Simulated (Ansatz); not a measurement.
# ZrB2 (P6/mmm): modes against biaxial strain in the (0001) plane, that of a and b, part 2 of 2

Aim: how do the optical modes of ZrB2 (P6/mmm) shift and split under this strain?

Ansatz 0.2.0; DFT PBEsol, scalar-relativistic, plane waves, PAW; PAW set soft_1.

So far. Step 3 (Tight relaxation): The forces vanish by symmetry and the pressure is 0.002 GPa, within the tolerances set. The cell now holds 10.08 Å³/atom.

## 4. Modes at rest

The force constants come from the linear response of the density to a displacement.

The modes at rest are the reference of the series.

Contents of input.yaml:

```yaml
crystal:
  lattice:
    - [3.1547390685, 0.0, 0.0]
    - [-1.5773695343, 2.7320841757, 0.0]
    - [0.0, 0.0, 3.5074356982]
  atoms:
    - { symbol: B, position: [0.3333333333, 0.6666666667, 0.5] }
    - { symbol: B, position: [0.6666666667, 0.3333333333, 0.5] }
    - { symbol: Zr, position: [0.0, 0.0, 0.0] }
kpoints:
  mp_grid: { grid: [15, 15, 12] }
hamiltonian:
  xc: pbesol
  pseudopotentials: { kind: paw, azcp: { folder: soft_1 }, xc_functional: pbe }
scf:
  occupations: { method: methfessel_paxton, width: 0.2 }
output:
  eigenvalues: true
phonons:
  method: dfpt
```

On the command line:

```console
> ansatz run input.yaml --threads 4 --pin off --max-ram 10240MiB --backend cpu --events-out ev --progress --plain --runs-dir out
```

Numbers of over 12 decimals in the logs are rounded to 6 here.

The log of the run:

```text
zone centre: on kpoints.mp_grid the ground state, and the responses unless they are solved on pairs of k-points, stand on 448 of the mesh's 2700 k-points, reduced under 4 symmetry operations, with k and −k counted as one. Each operation leaves every solved displacement unchanged or reverses it
[...]
Crystal: 3 atoms, lattice volume = 30.231 Å³
Basis set: ecut = 420 eV, 563 PW (Γ), exchange–correlation on 48×48×48 points (8 copies of the dense FFT grid, shifted against one another)
Bands: 13, of which v1, the nominal top of the filled ones, is band 9 counted from 1 (8 counted from 0)
Symmetry: 24 space group operations
k-points: 448 of 2700 (irreducible under 4 space group operations, time reversal used)
[...]
SCF iter   1: F=—  HF=-4437.738480 eV  |F-HF|=—  |Δ(HF+E_count)|=         —  Δρ=5.50e-2  dr2=1.67e0  ethr=3.10e-3  ⟨swp⟩=4.9  Hψ=28126  notcnv=0
[...]
SCF iter   8: F=-4437.242805 eV  HF=-4437.242805 eV  |F-HF|=9.09e-13  |Δ(HF+E_count)|=  4.55e-12  S|Δr|=    0.00e0  Δρ=2.06e-7  dr2=4.72e-12  ethr=1.00e-12  ⟨swp⟩=4.0  Hψ=27119  notcnv=0
[...]
SCF 1 converged in 8 iterations: F = -4437.242805 eV  dr2 = 4.72e-12
[...]
DFPT response loops at Γ: preconditioner auto → Kerker (q_TF=auto, 2.502 Å⁻¹) (partly filled bands, converged f_vac=0.000); β = 1.00, the filter's whole step (`scf.mixing.beta` (0.50) is not read by the response loops under this deck's `scf.mixing.preconditioner`; to damp them name `kerker` or `kerker_dos`, under which they read `scf.mixing.beta`, and type it under 1.00, their step now; both keys bind the ground state too); Broyden in place of MSR1
SCF converged after 8 iterations
[...]
Free energy (F): -4437.242805 eV
[...]
Internal energy: -4437.243327 eV  (E = F + TS)
E sigma→0 (E₀):  -4437.242936 eV
Entropy (-TS):   0.000522 eV (0.174 meV/atom)
Fermi energy:    15.918406 eV
[...]
--- Band table (eV; the first three rows and the last of 448) ---
  k-point 0: bands = [... 5 lower, 13.2612, 13.2612, 13.2836, 13.6440, 19.4014, 19.4014, 20.2325, 20.2325]
  k-point 1: bands = [... 5 lower, 12.5607, 13.3282, 13.3282, 14.3340, 18.8270, 18.8270, 20.0089, 20.0089]
  k-point 2: bands = [... 5 lower, 11.6505, 13.5267, 13.5267, 15.1700, 17.9646, 17.9646, 19.4189, 19.4189]
  k-point 447: bands = [... 5 lower, 8.9643, 11.2908, 12.3222, 13.3368, 19.4630, 20.7386, 20.9678, 22.0756]
--- Phonons (Γ-DFPT): 4 representative perturbations + reference, on 448 of 2700 k-points (Σ response iterations 12) ---
  k mesh reduced under 4 symmetry operations, with k and −k counted as one. Each operation leaves every solved displacement unchanged or reverses it
  ASR residual: 1.830e-4 → 0.000e0 eV/Å²; symmetrization residual: 3.238e-7 eV/Å²
  ASR residual per site (eV/Å²): 1.30e-5 1.30e-5 1.83e-4
  Γ frequencies (cm⁻¹): 0.00 0.00 0.00 461.80 461.80 480.55 570.95 787.48 787.48
  non-analytic LO–TO correction: not included (Born effective charges unavailable; polar crystals: no LO–TO splitting at Γ)
```

It took 11 s on 4 threads of AMD EPYC 9R14 (Zen 4), shared host; peak memory 0.9 GiB.

Numbers from this step:

* sum-rule residual before enforcement: 1.83e-4 eV/Å²
* point group: 6/mmm
* highest optical mode at the zone centre (no LO-TO term): 787.5 cm⁻¹
* lowest optical zone-centre mode: 461.8 cm⁻¹

Patterns of degenerate modes are one choice out of their space. Modes at Γ, with each element's share of the kinetic energy:

```tsv
mode	frequency (cm⁻¹)	symmetry	B %	Zr %
1	0.0	acoustic	19	81
2	0.0	acoustic	19	81
3	0.0	acoustic	19	81
4	461.8	E1u	81	19
5	461.8	E1u	81	19
6	480.6	A2u	81	19
7	571.0	B1g	100	0
8	787.5	E2g	100	0
9	787.5	E2g	100	0
```

Displacements in mode 5 (461.8 cm⁻¹), the largest set to 1:
```
B1   0.00  1.00  0.00
B2   0.00  1.00  0.00
Zr3  0.00 -0.24  0.00
```

Displacements in mode 7 (571.0 cm⁻¹), the largest set to 1:
```
B1   0.00  0.00  1.00
B2   0.00  0.00 -1.00
Zr3  0.00  0.00  0.00
```

Before it was imposed, the acoustic sum rule was missed by 1.8e-4 eV/Å². Small misses are needed for a sound result but don't prove that mesh and cutoff are converged. The lowest optical mode is real, 462 cm⁻¹.

## 5. A member of the series: biaxial strain of +4 % in the (0001) plane, that of a and b

The cell takes a biaxial strain of +4 % in the (0001) plane, that of a and b. The strained lengths are held, while the rest of the cell and the atoms relax.

input.yaml, the sections that differ from step 4:

```yaml
crystal:
  lattice:
    - [3.2809286313, 0.0, 0.0]
    - [-1.6404643157, 2.8413675427, 0.0]
    - [0.0, 0.0, 3.4489953484]
  atoms:
    - { symbol: B, position: [0.3333333333, 0.6666666667, 0.5] }
    - { symbol: B, position: [0.6666666667, 0.3333333333, 0.5] }
    - { symbol: Zr, position: [0.0, 0.0, 0.0] }
output:
  forces: true
  stress: true
  eigenvalues: true
relax:
  adjacent_minimum: "off"
  f_tol: 0.001
  max_steps: 60
  cell: { stress_tol: 0.01, fix: [a, b, gamma] }
# kpoints, hamiltonian, scf: as in step 4
# phonons: removed
```

The log of the run:

```text
[...]
Crystal: 3 atoms, lattice volume = 32.153 Å³
Basis set: ecut = 420 eV, 635 PW (Γ), exchange–correlation on 48×48×48 points (8 copies of the dense FFT grid, shifted against one another)
Bands: 13, of which v1, the nominal top of the filled ones, is band 9 counted from 1 (8 counted from 0)
Symmetry: 24 space group operations
[...]
k-points: 189 of 2700
[...]
--- Relaxed structure (4 steps of the walk, 3 accepted, 1 SCFs on fresh bases) ---
[...]
cell:  # Å, volume = 31.9774 Å³
    - [3.280929, 2.8867535025436998e-11, -3.308132153066418e-19]
    - [-1.640464, 2.841368, 1.6540660765584168e-19]
    - [-3.477592380092941e-19, 0, 3.430201]
  atoms:
    - { symbol: B, position: [0.333333, 0.666667, 0.500000] }
    - { symbol: B, position: [0.666667, 0.333333, 0.500000] }
    - { symbol: Zr, position: [0, 0, 0] }
[key lines of the parts left out:]
SCF converged after 6 iterations
Free energy (F): -4437.084665 eV
Fermi energy:    15.046052 eV
P = ⅓ Tr σ = -13.1496 GPa (-131.496 kbar)
```

It took 3.9 s on 4 threads; peak memory 0.46 GiB; 14 s of CPU time.

Relaxation path:

```tsv
step	energy less that of the first step (eV)	largest force component (eV/Å)	pressure (GPa)	volume (Å³)
1	0.0000	0.0000	-14.21	32.15
2	0.0001	0.0000	-11.94	31.79
3	-0.0013	0.0000	-13.16	31.98
4	-0.0013	0.0000	-13.14	31.98
5*	-0.0012	0.0000	-13.15	31.98
```

Relaxation steps marked * repeat the geometry before them on a plane-wave basis chosen anew for their cell, so energy and pressure can jump there. Relaxation step 2 was tried and not accepted.

The run keeps the 24 symmetry operations that it works with, so distortions that break them were not tested.

```tsv
conventional cell, symmetrised	before	after	change
a (Å)	3.281	3.281	-0.0 %
b (Å)	3.281	3.281	-0.0 %
c (Å)	3.449	3.430	-0.5 %
volume (Å³/atom)	10.72	10.66	-0.5 %
```

Final coordinates:

```
B Zr
1.0
     3.28093    0.00000    0.00000
    -1.64046    2.84137    0.00000
     0.00000    0.00000    3.43020
B Zr
2 1
Direct
  0.33333 0.66667 0.50000
  0.66667 0.33333 0.50000
  0.00000 0.00000 0.00000
```

This step gave:

```
pressure        : -13.15 GPa
volume per atom : 10.66 Å³
```

The forces vanish by symmetry.

The cell shrank by 0.5 % in volume.

## 6. Zone-centre modes of the member: biaxial strain of +4 % in the (0001) plane, that of a and b

The zone-centre modes follow for biaxial strain of +4 % in the (0001) plane, that of a and b.

input.yaml, the sections that differ from step 5:

```yaml
crystal:
  lattice:
    - [3.2809286313, 0.0, 0.0]
    - [-1.6404643157, 2.8413675427, 0.0]
    - [0.0, 0.0, 3.4302013279]
  atoms:
    - { symbol: B, position: [0.3333333333, 0.6666666667, 0.5] }
    - { symbol: B, position: [0.6666666667, 0.3333333333, 0.5] }
    - { symbol: Zr, position: [0.0, 0.0, 0.0] }
output:
  eigenvalues: true
phonons:
  method: dfpt
# kpoints, hamiltonian, scf: as in step 5
# relax: removed
```

The log of the run:

```text
[...]
Crystal: 3 atoms, lattice volume = 31.977 Å³
Basis set: ecut = 420 eV, 635 PW (Γ), exchange–correlation on 48×48×48 points (8 copies of the dense FFT grid, shifted against one another)
Bands: 13, of which v1, the nominal top of the filled ones, is band 9 counted from 1 (8 counted from 0)
Symmetry: 24 space group operations
k-points: 448 of 2700 (irreducible under 4 space group operations, time reversal used)
[...]
SCF iter   1: F=—  HF=-4437.449106 eV  |F-HF|=—  |Δ(HF+E_count)|=         —  Δρ=4.59e-2  dr2=1.26e0  ethr=3.10e-3  ⟨swp⟩=4.9  Hψ=27954  notcnv=0
[...]
SCF iter   8: F=-4437.084665 eV  HF=-4437.084665 eV  |F-HF|=2.73e-12  |Δ(HF+E_count)|=  7.28e-11  S|Δr|=    0.00e0  Δρ=1.72e-7  dr2=5.82e-12  ethr=1.00e-12  ⟨swp⟩=4.4  Hψ=27220  notcnv=0
SCF 1 converged in 8 iterations: F = -4437.084665 eV  dr2 = 5.82e-12
[...]
SCF converged after 8 iterations
[...]
Free energy (F): -4437.084665 eV
[...]
Internal energy: -4437.084419 eV  (E = F + TS)
E sigma→0 (E₀):  -4437.084604 eV
Entropy (-TS):   -0.000246 eV (-0.082 meV/atom)
Fermi energy:    15.046053 eV
[...]
--- Band table (eV; the first three rows and the last of 448) ---
  k-point 0: bands = [... 5 lower, 12.0726, 12.0726, 12.6742, 13.2202, 18.2477, 18.2477, 18.7856, 19.5444]
  k-point 1: bands = [... 5 lower, 12.0036, 12.1431, 12.1431, 13.8536, 17.5532, 17.5532, 18.8135, 19.2964]
  k-point 2: bands = [... 5 lower, 11.0731, 12.3522, 12.3522, 14.7112, 16.6132, 16.6132, 18.6482, 18.6482]
  k-point 447: bands = [... 5 lower, 8.1290, 10.5743, 11.3518, 12.3976, 18.8527, 19.0741, 19.6614, 21.1320]
[...]
ASR residual: 9.094e-5 → 0.000e0 eV/Å²; symmetrization residual: 5.205e-7 eV/Å²
  ASR residual per site (eV/Å²): 3.19e-5 3.19e-5 9.09e-5
  Γ frequencies (cm⁻¹): 0.00 0.00 0.00 441.60 441.60 457.33 519.98 629.51 629.51
[...]
```

Wall time 12 s (4 threads); peak memory 0.94 GiB.

This step gave:

```yaml
sum_rule_residual_before_enforcement: 9.09e-5 eV/Å²
highest_optical_mode_at_the_zone_centre_no_lo_to_term: 629.5 cm⁻¹
lowest_optical_zone_centre_mode: 441.6 cm⁻¹
```

Patterns of degenerate modes are one choice out of their space. Modes at Γ, with each element's share of the kinetic energy:

```tsv
mode	frequency (cm⁻¹)	symmetry	B %	Zr %
1	0.0	acoustic	19	81
2	0.0	acoustic	19	81
3	0.0	acoustic	19	81
4	441.6	E1u	81	19
5	441.6	E1u	81	19
6	457.3	A2u	81	19
7	520.0	B1g	100	0
8	629.5	E2g	100	0
9	629.5	E2g	100	0
```

Displacements in mode 4 (441.6 cm⁻¹), the largest set to 1:
```
B1   0.00  1.00  0.00
B2   0.00  1.00  0.00
Zr3  0.00 -0.24  0.00
```

Displacements in mode 7 (520.0 cm⁻¹), the largest set to 1:
```
B1   0.00  0.00 -1.00
B2   0.00  0.00  1.00
Zr3  0.00  0.00  0.00
```

The lowest optical mode is real, 442 cm⁻¹, and the highest lies at 629.5 cm⁻¹.

Between step 4 and this run (strain 4 %) the value for the highest optical mode at the zone centre (no LO-TO term) moves from 787 cm⁻¹ to 630 cm⁻¹ (-20 %).

## 7. Relaxation of a member: biaxial strain of -4 % in the (0001) plane, that of a and b

The cell takes a biaxial strain of -4 % in the (0001) plane, that of a and b. The strained lengths are held, while the rest of the cell and the atoms relax.

input.yaml, the sections that differ from step 6:

```yaml
crystal:
  lattice:
    - [3.0285495058, 0.0, 0.0]
    - [-1.5142747529, 2.6228008086, 0.0]
    - [0.0, 0.0, 3.5685583414]
  atoms:
    - { symbol: B, position: [0.3333333333, 0.6666666667, 0.5] }
    - { symbol: B, position: [0.6666666667, 0.3333333333, 0.5] }
    - { symbol: Zr, position: [0.0, 0.0, 0.0] }
output:
  forces: true
  stress: true
  eigenvalues: true
relax:
  adjacent_minimum: "off"
  f_tol: 0.001
  max_steps: 60
  cell: { stress_tol: 0.01, fix: [a, b, gamma] }
# kpoints, hamiltonian, scf: as in step 6
# phonons: removed
```

The log of the run:

```text
[...]
Crystal: 3 atoms, lattice volume = 28.346 Å³
Basis set: ecut = 420 eV, 539 PW (Γ), exchange–correlation on 48×48×48 points (8 copies of the dense FFT grid, shifted against one another)
Bands: 13, of which v1, the nominal top of the filled ones, is band 9 counted from 1 (8 counted from 0)
Symmetry: 24 space group operations
[...]
k-points: 189 of 2700
[...]
k-point 188: bands = [... 5 lower, 8.0027, 11.6667, 14.4015, 14.4015, 20.8565, 23.1715, 23.1715, 23.7341]
--- Relaxed structure (5 steps of the walk, 5 accepted, 2 SCFs on fresh bases) ---
[...]
cell:  # Å, volume = 28.5172 Å³
    - [3.028550, 0, 0.0]
    - [-1.514275, 2.622801, 0.0]
    - [0.0, 0.0, 3.590108]
  atoms:
    - { symbol: B, position: [0.333333, 0.666667, 0.500000] }
    - { symbol: B, position: [0.666667, 0.333333, 0.500000] }
    - { symbol: Zr, position: [0, 0, 0.0] }
[key lines of the parts left out:]
SCF converged after 5 iterations
Free energy (F): -4437.055567 eV
Fermi energy:    16.842513 eV
P = ⅓ Tr σ = 17.5074 GPa (175.074 kbar)
```

Elapsed: 5 s, on 4 threads; peak memory 0.46 GiB.

Step by step:

```tsv
step	energy less that of the first step (eV)	largest force component (eV/Å)	pressure (GPa)	volume (Å³)
1	0.0000	0.0000	19.25	28.35
2	-0.0009	0.0000	16.46	28.62
3	-0.0015	0.0000	17.48	28.52
4	-0.0015	0.0000	17.51	28.52
5*	-0.0016	0.0000	17.51	28.52
6	-0.0016	0.0000	17.51	28.52
7*	-0.0016	0.0000	17.51	28.52
```

Relaxation steps marked * repeat the geometry before them on a plane-wave basis chosen anew for their cell, so energy and pressure can jump there.

Forces are held to the 24 operations that the run works with; a distortion that breaks them can't arise in this run.

```tsv
conventional cell, symmetrised	before	after	change
a (Å)	3.029	3.029	-0.0 %
b (Å)	3.029	3.029	-0.0 %
c (Å)	3.569	3.590	+0.6 %
volume (Å³/atom)	9.45	9.51	+0.6 %
```

The relaxed structure:

```
B Zr
1.0
     3.02855    0.00000    0.00000
    -1.51427    2.62280    0.00000
     0.00000    0.00000    3.59011
B Zr
2 1
Direct
  0.33333 0.66667 0.50000
  0.66667 0.33333 0.50000
  0.00000 0.00000 0.00000
```

This step gave:

| Item | Value |
| --- | --- |
| pressure | 17.51 GPa |
| volume per atom | 9.506 Å³ |

The forces vanish by symmetry.

## 8. Modes of this member: biaxial strain of -4 % in the (0001) plane, that of a and b

The zone-centre modes follow for biaxial strain of -4 % in the (0001) plane, that of a and b.

input.yaml, the sections that differ from step 7:

```yaml
crystal:
  lattice:
    - [3.0285495058, 0.0, 0.0]
    - [-1.5142747529, 2.6228008086, 0.0]
    - [0.0, 0.0, 3.59010848]
  atoms:
    - { symbol: B, position: [0.3333333333, 0.6666666667, 0.5] }
    - { symbol: B, position: [0.6666666667, 0.3333333333, 0.5] }
    - { symbol: Zr, position: [0.0, 0.0, 0.0] }
output:
  eigenvalues: true
phonons:
  method: dfpt
# kpoints, hamiltonian, scf: as in step 7
# relax: removed
```

The log of the run:

```text
[...]
Crystal: 3 atoms, lattice volume = 28.517 Å³
Basis set: ecut = 420 eV, 539 PW (Γ), exchange–correlation on 48×48×48 points (8 copies of the dense FFT grid, shifted against one another)
Bands: 13, of which v1, the nominal top of the filled ones, is band 9 counted from 1 (8 counted from 0)
Symmetry: 24 space group operations
k-points: 448 of 2700 (irreducible under 4 space group operations, time reversal used)
[...]
k-point 2: bands = [... 5 lower, 12.3311, 14.8524, 14.8524, 15.6431, 19.4925, 19.4925, 20.2560, 20.2560, ... 4 higher]
  k-point 447: bands = [... 5 lower, 9.9374, 12.0934, 13.3932, 14.3799, 20.0097, 22.3671, 22.4040, 22.8961, ... 4 higher]
[...]
ASR residual: 6.160e-6 → 0.000e0 eV/Å²; symmetrization residual: 3.571e-7 eV/Å²
  ASR residual per site (eV/Å²): 2.62e-6 2.62e-6 6.16e-6
  Γ frequencies (cm⁻¹): 0.00 0.00 0.00 474.97 474.97 496.51 607.41 929.88 929.88
[...]
[key lines of the parts left out:]
SCF converged after 9 iterations
Free energy (F): -4437.055567 eV
Fermi energy:    16.842513 eV
```

Elapsed: 13 s, on 4 threads; peak memory 0.91 GiB; 45 s of CPU time.

This step gave:

```yaml
sum_rule_residual_before_enforcement: 6.16e-6 eV/Å²
highest_optical_mode_at_the_zone_centre_no_lo_to_term: 929.9 cm⁻¹
lowest_optical_zone_centre_mode: 475.0 cm⁻¹
```

Patterns of degenerate modes are one choice out of their space. The modes at Γ (shares of kinetic energy by element, %):

```tsv
mode	frequency (cm⁻¹)	symmetry	B %	Zr %
1	0.0	acoustic	19	81
2	0.0	acoustic	19	81
3	0.0	acoustic	19	81
4	475.0	E1u	81	19
5	475.0	E1u	81	19
6	496.5	A2u	81	19
7	607.4	B1g	100	0
8	929.9	E2g	100	0
9	929.9	E2g	100	0
```

Displacements in mode 5 (475.0 cm⁻¹), the largest set to 1:
```
B1   1.00  0.22  0.00
B2   1.00  0.22  0.00
Zr3 -0.24 -0.05  0.00
```

Displacements in mode 8 (929.9 cm⁻¹), the largest set to 1:
```
B1   0.00 -1.00  0.00
B2   0.00  1.00  0.00
Zr3  0.00  0.00  0.00
```

The lowest optical mode is real, 475 cm⁻¹, and the highest lies at 929.9 cm⁻¹.

Between step 4 and this run (strain -4 %) the value for the highest optical mode at the zone centre (no LO-TO term) moves from 787 cm⁻¹ to 930 cm⁻¹ (+18 %).

## 9. The series together

The members are set side by side, also those not shown above.

Stress is positive in compression; energies are extrapolated to zero smearing, and E0 is that at rest; the edges not held and the atoms are relaxed in each cell; all runs use 15×15×12 k points and Methfessel-Paxton smearing of 0.2 eV. State of the crystal along the series:

```tsv
strain (%)	in-plane stress (GPa)	free strain along c (%)	E - E0 (meV/atom)
-4	26.26	2.357	62.4
-3	19.05	1.743	34.37
-2	12.25	1.155	14.95
-1	5.908	0.574	3.662
0	0.001961	0	0
1	-5.517	-0.5565	3.522
2	-10.62	-1.113	13.8
3	-15.33	-1.666	30.36
4	-19.72	-2.202	52.78
```

Optical modes are counted from below at rest and tracked from member to member by their patterns, and modes that stay within 0.3 cm⁻¹ of each other stand once; labels, where given, are those at rest; the edges not held and the atoms are relaxed in each cell; all runs use 15×15×12 k points and Methfessel-Paxton smearing of 0.2 eV. Optical modes along the series:

```tsv
strain (%)	optical mode 1 E1u (cm⁻¹)	optical mode 2 A2u (cm⁻¹)	optical mode 3 B1g (cm⁻¹)	optical mode 4 E2g (cm⁻¹)
-4	475	496.5	607.4	929.9
-3	472.8	493.4	599	894.2
-2	469.6	489.7	589.9	858.1
-1	466	485.4	580.6	822.5
0	461.8	480.6	571	787.5
1	457	475.2	560.5	750.6
2	452.3	469.6	548.5	708.5
3	447.6	463.6	534.6	669.3
4	441.6	457.3	520	629.5
```

Value and slope at zero strain of a cubic (a lower polynomial where under five rows exist) through the rows within 2 % of rest. Slopes at rest:

```tsv
mode	frequency (cm⁻¹)	shift per percent of strain (cm⁻¹)	shift per GPa of compressive stress (cm⁻¹)
optical mode 1 E1u	461.7	-4.56	0.8
optical mode 2 A2u	480.5	-5.12	0.9
optical mode 3 B1g	571	-9.92	1.74
optical mode 4 E2g	787.6	-35.43	6.2
```

## 10. Results

- members: 9
- highest optical mode at the zone centre (no LO-TO term), at rest: 787.5 cm⁻¹
- biaxial modulus in the (0001) plane, that of a and b: 571 GPa
- optical mode 1 E1u, shift per percent: -4.56 cm⁻¹
- optical mode 2 A2u, shift per percent: -5.12 cm⁻¹
- optical mode 3 B1g, shift per percent: -9.92 cm⁻¹
- optical mode 4 E2g, shift per percent: -35.43 cm⁻¹

**Reading.** The stress changes by 5.71 GPa for each percent, a biaxial modulus of 571 GPa in the (0001) plane, that of a and b. For each percent the free edge responds with -0.56 %. The fastest shift in the table of slopes is -35.4 cm⁻¹ for each percent (optical mode 4 E2g), or 6.2 cm⁻¹ for each GPa of compressive stress. For small strain, the measured shift of a line that Raman or infrared light can see, divided by its slope, estimates the stress, if the state of stress is of this kind. These are harmonic frequencies at zero temperature: anharmonic shifts, linewidths and thermal expansion are left out. With no gap, or one that is small against the smearing, the frequencies hang on the k mesh and the smearing, most of all near Kohn anomalies. The PAW files were made for PBE; the program adapts parts of them to the functional of the run, but their partial waves stay those of PBE, an approximation that was not tested in this session. Only the zone centre was solved, so an instability at another wavevector cannot show here.

[Logs are printed without paths, hosts, clocks, repeated set-up lines and the standing remarks that a program may print on its own settings, such as how far it seeks lower states.]

[Hosts, paths, dates, database ids (printed as entryN), source tags and the programs' standing remarks are cut or masked in the printed files.]
